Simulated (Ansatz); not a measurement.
# What SiPbS3 (model cell, started as cubic perovskite with Si in the octahedra) distorts into, part 3 of 3

Wanted: the energy along a soft mode of SiPbS3 (model cell, started as cubic perovskite with Si in the octahedra) and the structure at the end.

Ansatz 0.2.0; DFT PBEsol, scalar-relativistic, plane waves, PAW; PAW set soft_1.

So far. Step 5 (Energy along the mode, all amplitudes (two of the runs …): The lowest of the steps tried is at 0.45 Å, 62.5 meV/atom below the parent; the bottom of the well need not coincide with a step. Step 7 (The new phase in its own primitive cell): The largest force component left is 0.060 meV/Å and the pressure is 0.001 GPa, within the tolerances set. The cell now holds 19.11 Å³/atom. The relaxed cell has a = 6.170, c = 5.022 Å (conventional setting).

The structure was built from a prototype and need not be the compound's stable phase.

In doubt: the program warns that the response may not be converged on this k-mesh, which bears on the force constants and all frequencies.

**8. Modes of the new phase, k-mesh 6×6×6, occupations fixed**

A relaxed structure may still be a saddle point, so its zone-centre modes are computed. The response to a homogeneous field gives the Born charges and the dielectric tensor.

The input, input.yaml:

```yaml
crystal:
  lattice:
    - [6.1696983627, 0.0, 0.0]
    - [0.0, 6.1696983627, 0.0]
    - [0.0, 0.0, 5.0215666547]
  atoms:
    - { symbol: Pb, position: [0.5, 0.0, 0.0] }
    - { symbol: Pb, position: [0.0, 0.5, 0.0] }
    - { symbol: Si, position: [0.0, 0.0, 0.5] }
    - { symbol: Si, position: [0.5, 0.5, 0.5] }
    - { symbol: S, position: [0.1836319522, 0.6836319522, 0.5] }
    - { symbol: S, position: [0.8163680478, 0.3163680478, 0.5] }
    - { symbol: S, position: [0.3163680478, 0.1836319522, 0.5] }
    - { symbol: S, position: [0.6836319522, 0.8163680478, 0.5] }
    - { symbol: S, position: [0.0, 0.0, 0.0] }
    - { symbol: S, position: [0.5, 0.5, 0.0] }
kpoints:
  mp_grid: { grid: [6, 6, 6] }
hamiltonian:
  xc: pbesol
  pseudopotentials: { kind: paw, azcp: { folder: soft_1 }, xc_functional: pbe }
scf:
  occupations: { method: fixed }
output:
  eigenvalues: true
phonons:
  method: dfpt
  dielectric: true
  rigid_motions: translations
```

Command:

```console
> ansatz run input.yaml --threads 8 --pin off --max-ram 16384MiB --backend cpu --events-out ev --progress --plain --runs-dir out
```

Numbers of over 12 decimals in the logs are rounded to 6 here.

Log:

```text
[...]
Crystal: 10 atoms, lattice volume = 191.147 Å³
Basis set: ecut = 420 eV, 3773 PW (Γ), exchange–correlation on 96×96×72 points (8 copies of the dense FFT grid, shifted against one another)
Bands: 46, of which v1, the nominal top of the filled ones, is band 36 counted from 1 (35 counted from 0)
Symmetry: 16 space group operations
k-points: 112 of 216 (irreducible under 1 space group operation, time reversal used)
[...]
SCF iter   1: F=—  HF=-30071.082960 eV  |F-HF|=—  |Δ(HF+E_count)|=         —  Δρ=3.23e-2  dr2=2.69e0  ethr=3.10e-3  ⟨swp⟩=5.2  Hψ=21461  notcnv=0  defer=768
[...]
SCF iter  10: F=-30070.280185 eV  HF=-30070.280185 eV  |F-HF|=7.28e-12  |Δ(HF+E_count)|=  5.82e-11  Δρ=1.21e-7  dr2=2.65e-11  ethr=1.00e-12  ⟨swp⟩=19.5  Hψ=42302  notcnv=0
SCF 1 converged in 10 iterations: F = -30070.280185 eV  dr2 = 2.65e-11
[...]
DFPT response loops at Γ: preconditioner auto → Resta (q_TF=auto, 2.319 Å⁻¹)  ε∞=14.7 (no band partly filled); β = 1.00, the filter's whole step (`scf.mixing.beta` (0.50) is not read by the response loops at its default; to damp them type it under 1.00, their step now; it binds the ground state too); Broyden in place of MSR1
── the response to a field inside a basis, on 10×10×10 k-points: an SCF that follows is theirs, and a resumed run solves both again ──
Bands: 37, of which v1, the nominal top of the filled ones, is band 36 counted from 1 (35 counted from 0)
k-points: 75
[...]
Eigensolver: Dense (75 Hₖ)
SCF iter   1: F=—  HF=-30070.118200 eV  |F-HF|=—  |Δ(HF+E_count)|=         —  Δρ=3.18e-4  dr2=1.12e-4  ethr=1.00e-1
[...]
SCF iter   4: F=-30070.118202 eV  HF=-30070.118202 eV  |F-HF|=6.22e-10  |Δ(HF+E_count)|=   4.78e-9  Δρ=5.25e-6  dr2=5.53e-8  ethr=1.94e-9
SCF 1 converged in 4 iterations: F = -30070.118202 eV  dr2 = 5.53e-8
[...]
WARN: field response: inside a basis, on 10×10×10 points, no mesh in reach settles it: take ε∞, Z* and everything formed from them with what they may err, as stated (eps_inf_uncertainty, zstar_uncertainty_e), and compare with field_mesh: kpoints on a denser kpoints.mp_grid
WARN: field response: ε∞ stands inside a basis, on 10×10×10 points; the force constants stand on the 6×6×6 k-mesh, whose period is 8.35 times the interband length at k = (-0.5000, -0.5000, 0.0000), direct gap 0.446 eV, under 14: take them and everything formed from them as unconverged, and compare with a denser kpoints.mp_grid
SCF converged after 10 iterations
Free energy (F): -30070.280185 eV
[...]
Internal energy: -30070.280185 eV  (E = F + TS)
E sigma→0 (E₀):  -30070.280185 eV
Fermi energy:    8.815791 eV
[...]
--- Band table (eV; the first three rows and the last of 112) ---
  k-point 0: bands = [... 32 lower, 7.0479, 7.2842, 8.0218, 8.0218, 9.2008, 11.3960, 12.1686, 12.1686, ... 6 higher]
  k-point 1: bands = [... 32 lower, 7.2721, 8.1037, 8.1037, 8.2713, 9.2109, 11.5403, 12.2389, 12.2389, ... 6 higher]
  k-point 2: bands = [... 32 lower, 8.0342, 8.2622, 8.3876, 8.3876, 10.0453, 10.9965, 12.1162, 12.3151, ... 6 higher]
  k-point 111: bands = [... 32 lower, 7.5202, 7.5202, 8.8158, 8.8158, 10.1752, 10.1752, 10.4887, 10.4887, ... 6 higher]
--- Phonons (Γ-DFPT): 8 representative perturbations + reference, on 112 of 216 k-points (Σ response iterations 24) ---
  k mesh reduced under 1 symmetry operation, with k and −k counted as one. Each operation leaves every solved perturbation unchanged. A smaller set is not considered because the run solves the response to a homogeneous field
  ASR residual: 7.128e-5 → 0.000e0 eV/Å²; symmetrization residual: 8.973e-6 eV/Å²
  ASR residual per site (eV/Å²): 7.13e-5 7.13e-5 2.27e-5 2.27e-5 2.59e-5 2.59e-5 2.59e-5 2.59e-5 2.27e-5 2.27e-5
  Γ frequencies (cm⁻¹): -299.97 -284.22 -68.77 -68.77 -9.77 -9.77 0.00 0.00 0.00 31.27 31.27 34.39 87.58 109.12 109.12 170.94 178.49 178.49 206.19 206.19 220.60 220.63 239.49 251.56 280.89 368.54 377.09 377.09 391.91 391.91
  ε∞ (high-frequency dielectric tensor):
       25.147754     0.000000     0.000000
        0.000000    25.147754     0.000000
        0.000000     0.000000    17.015900
  softest optical mode at Γ: -299.97 cm⁻¹; the repairs (sum rule, projections) moved no ω² at Γ by more than (1.70 cm⁻¹)²
  Born effective charges Z* (e; rows j = field, columns β = displacement):
    site 0:
         4.57837   -0.87860    0.00000
        -0.87860    4.57837    0.00000
         0.00000    0.00000    5.07254
    site 1:
         4.57837    0.87860    0.00000
         0.87860    4.57837    0.00000
         0.00000    0.00000    5.07254
    site 2:
         4.83042   -0.53208    0.00000
         0.53208    4.83042    0.00000
         0.00000    0.00000    6.40616
    site 3:
         4.83042    0.53208    0.00000
        -0.53208    4.83042    0.00000
         0.00000    0.00000    6.40616
    site 4:
        -2.73587   -0.09975    0.00000
        -0.09975   -2.73587    0.00000
         0.00000    0.00000   -2.95445
    site 5:
        -2.73587   -0.09975    0.00000
        -0.09975   -2.73587    0.00000
         0.00000    0.00000   -2.95445
    site 6:
        -2.73587    0.09975    0.00000
         0.09975   -2.73587    0.00000
         0.00000    0.00000   -2.95445
    site 7:
        -2.73587    0.09975    0.00000
         0.09975   -2.73587    0.00000
         0.00000    0.00000   -2.95445
    site 8:
        -3.93705    0.30003    0.00000
        -0.30003   -3.93705    0.00000
         0.00000    0.00000   -5.56980
    site 9:
        -3.93705   -0.30003    0.00000
         0.30003   -3.93705    0.00000
         0.00000    0.00000   -5.56980
  Z* charge neutrality: 1.026e-1 e pre-enforcement
  solved inside a basis spanned on kpoints, on 10×10×10 k-points transformed towards the longest dipole, which do not settle them: ε∞ is read to err by 8.1e-1, Z* by 6.4e-1 e (field_mesh: kpoints solves on kpoints); Z* is corrected for what the basis lacks
  optical modes at Γ without the LO–TO term, one row a degenerate level:
      ω (cm⁻¹)  modes    IR ((D/Å)²/amu)
       -299.97      1           129.1011
       -284.22      1             0.0000
        -68.77      2             0.0126
         -9.77      2            42.2006
         31.27      2             4.3795
         34.39      1             0.0000
         87.58      1            13.8230
[...]
optical modes at Γ + LO–TO along q̂ = [1.0000, 0.0000, 0.0000]:
      ω (cm⁻¹)  modes    IR ((D/Å)²/amu)
[...]
optical modes at Γ + LO–TO along q̂ = [0.0000, 1.0000, 0.0000]:
      ω (cm⁻¹)  modes    IR ((D/Å)²/amu)
[...]
optical modes at Γ + LO–TO along q̂ = [0.0000, 0.0000, 1.0000]:
      ω (cm⁻¹)  modes    IR ((D/Å)²/amu)
[...]
170.94      1             0.0000
        178.49      2            44.7685
        188.46      1            89.3349
        206.19      2             0.0000
        220.60      1             0.0000
        220.63      1             0.0000
        239.51      1             0.0590
        251.56      1             0.0000
        280.89      1             0.0000
        368.54      1             0.0000
        377.09      2            24.1245
        391.91      2            39.2376
```

Wall time 2.8 min (8 threads of Arm Neoverse V2, shared host); peak memory 3.9 GiB.

This step gave:

```yaml
sum_rule_residual_before_enforcement: 7.13e-5 eV/Å²
miss_of_the_charge_sum_rule: 0.1026 e
estimated_error_of_the_dielectric_tensor: 0.8073
estimated_error_of_the_born_charges: 0.6443 e
point_group: 4/mmm
highest_optical_mode_at_the_zone_centre_no_lo_to_term: 391.9 cm⁻¹
lowest_optical_zone_centre_mode: -300.0 cm⁻¹
mean_high_frequency_dielectric_constant: 22.44
largest_born_charge_third_of_the_trace: 5.356 e
top_of_the_zone_centre_spectrum_with_the_field: 409.3 cm⁻¹
```

Patterns of degenerate modes are one choice out of their space. The modes at Γ (shares of kinetic energy by element, %) (negative means imaginary):

```csv
mode,frequency (cm⁻¹),symmetry,Pb %,Si %,S %
1,-300.0,A2u,0,73,27
2,-284.2,A1u,0,83,17
3,-68.8,Eu,13,2,86
4,-68.8,Eu,13,2,86
5,-9.8,Eu,34,3,63
6,-9.8,Eu,34,3,63
7,0.0,acoustic,63,8,29
8,0.0,acoustic,63,8,29
9,0.0,acoustic,63,8,29
10,31.3,Eu,80,4,17
11,31.3,Eu,80,4,17
12,34.4,B1u,90,0,10
13,87.6,A2u,37,17,46
14,109.1,Eu,8,25,67
15,109.1,Eu,8,25,67
16,170.9,B1u,10,0,90
17,178.5,Eu,3,31,66
18,178.5,Eu,3,31,66
19,206.2,Eg,0,0,100
20,206.2,Eg,0,0,100
21,220.6,A1g,0,0,100
22,220.6,A1u,0,17,83
23,239.5,A2u,1,1,98
24,251.6,B2g,0,0,100
25,280.9,B1g,0,0,100
26,368.5,A2g,0,0,100
27,377.1,Eu,0,90,10
28,377.1,Eu,0,90,10
29,391.9,Eu,0,36,64
30,391.9,Eu,0,36,64
```

Displacements in mode 1 (-300.0 cm⁻¹), the largest set to 1:
```
Pb1  0.00  0.00  0.01
Pb2  0.00  0.00  0.01
Si3  0.00  0.00  1.00
Si4  0.00  0.00  1.00
S5   0.00  0.00 -0.22
S6   0.00  0.00 -0.22
S7   0.00  0.00 -0.22
S8   0.00  0.00 -0.22
S9   0.00  0.00 -0.47
S10  0.00  0.00 -0.47
```

Displacements in mode 11 (31.3 cm⁻¹), the largest set to 1:
```
Pb1  0.79  1.00  0.00
Pb2 -0.17 -0.63  0.00
Si3 -0.39 -0.46  0.00
Si4 -0.59 -0.12  0.00
S5  -0.72 -0.52  0.00
S6  -0.72 -0.52  0.00
S7  -0.55 -0.23  0.00
S8  -0.55 -0.23  0.00
S9  -0.14 -0.46  0.00
S10 -0.47  0.10  0.00
```

High-frequency dielectric tensor, which the program warns is not settled by the k meshes in reach. Tensor:

```csv
,x,y,z
x,25.15,0,0
y,0,25.15,0
z,0,0,17.02
```

Optical modes at the zone centre, without and with the macroscopic field of the longitudinal modes; each column is sorted by frequency, so a row need not hold one and the same mode. Modes with and without the field, by row:

```csv
rank among optical modes,no field (cm⁻¹),"q along (1, 0, 0) (cm⁻¹)","q along (0, 0, 1) (cm⁻¹)"
1,-300,-300,-284.2
2,-284.2,-284.2,-155.3
3,-68.8,-68.8,-68.8
4,-68.8,-68.8,-68.8
5,-9.8,-9.8,-9.8
6,-9.8,29.3,-9.8
7,31.3,31.3,31.3
8,31.3,34.4,31.3
9,34.4,70.1,34.4
10,87.6,87.6,109.1
11,109.1,109.1,109.1
12,109.1,126.8,170.9
13,170.9,170.9,178.5
14,178.5,178.5,178.5
15,178.5,206.2,188.5
16,206.2,206.2,206.2
17,206.2,211.7,206.2
18,220.6,220.6,220.6
19,220.6,220.6,220.6
20,239.5,239.5,239.5
21,251.6,251.6,251.6
22,280.9,280.9,280.9
23,368.5,368.5,368.5
24,377.1,377.1,377.1
25,377.1,380.9,377.1
26,391.9,391.9,391.9
27,391.9,409.3,391.9
```

Born charge (rows field, columns displacement) (e), principal values of the symmetric part by kind of site:

```csv
atom,atoms with these values,low,middle,high,mean
Pb1,2,3.70,5.07,5.46,4.74
Si3,2,4.83,4.83,6.41,5.36
S5,4,-2.95,-2.84,-2.64,-2.81
S9,2,-5.57,-3.94,-3.94,-4.48
```

In full for S5:

```
-2.74 -0.10  0.00
-0.10 -2.74  0.00
 0.00  0.00 -2.95
```

Transverse modes; imaginary modes are left out. Infrared lines, with heights relative to the strongest:

```csv
position (cm⁻¹),lines merged,relative intensity
31,1,10
34,1,0.0
88,1,31
109,1,46
171,1,0.0
178,1,100
206,1,0.0
221,2,0.0
240,1,0.0
252,1,0.0
281,1,0.0
368,1,0.0
377,1,54
392,1,88
```

Before it was imposed, the acoustic sum rule was missed by 7.1e-5 eV/Å² and the charge sum rule by 0.10 e. The charge miss is large and points to the mesh or the basis. The lowest optical mode is imaginary, 300.0i cm⁻¹, so the energy falls along it.

The log warns of the k mesh: “the force constants stand on the 6×6×6 k-mesh, whose period is 8.35 times the interband length at k = (-0.5000, -0.5000, 0.0000), direct gap 0.446 eV, under 14: take them and everything formed from them as unconverged”.

**9. Results**

```yaml
unstable_mode_of_the_parent: q = (0, -0.5, -0.5), 206i cm⁻¹
depth_at_the_lowest_point_sampled: 62.5 meV/atom
largest_atomic_shift_at_that_point: 0.45 Å
space_group_reached_within_0p01_a: P4/mbm
energy_gained_over_the_parent_first_relaxation_on_the_mesh_of_the_frozen_mode: 110 meV/atom
volume_per_atom_phase_reached: 19.1 Å³
gap_on_the_k_mesh_phase_reached: 0.278 eV
lowest_optical_zone_centre_mode_phase_reached: -300 cm⁻¹
highest_optical_mode_at_the_zone_centre_no_lo_to_term_phase_reached: 392 cm⁻¹
```

**Reading.** Along this mode the structure falls into P4/mbm, 110 meV/atom below the parent. At the parent's cell the well is 62.50 meV/atom deep on the steps tried, with its lowest point at a shift of 0.45 Å. Relaxing atoms and cell changes the gain by +47.20 meV/atom against the lowest step (energies at zero smearing). The new phase still has an imaginary mode at the zone centre of its cell, so it is a saddle point on the way to a lower structure. Of the 2 patterns followed to their end from this parent, this one reaches the lowest energy. Each path keeps the symmetry of its pattern, so a lower phase may lie along a pattern not tried. With the field response the log warns that the k mesh is coarse for the force constants too, so the frequencies may not be converged. With no gap, or one that is small against the smearing, the frequencies hang on the k mesh and the smearing, most of all near Kohn anomalies. In at least one run the field response is not settled by the k meshes in reach, so its dielectric tensor, Born charges and longitudinal modes are rough. Spin-orbit coupling is left out, which can matter for the heavy elements here. The PAW files were made for PBE and serve the other functionals too. A phonon run warned that its eigensolver left some bands unconverged in a pass. The starting cell was built on a prototype and not taken from a measurement, so the phase need not exist.

[Logs are printed without paths, hosts, clocks, repeated set-up lines and the standing remarks that a program may print on its own settings, such as how far it seeks lower states.]

[Hosts, paths, dates, database ids (printed as entryN), source tags and the programs' standing remarks are cut or masked in the printed files.]
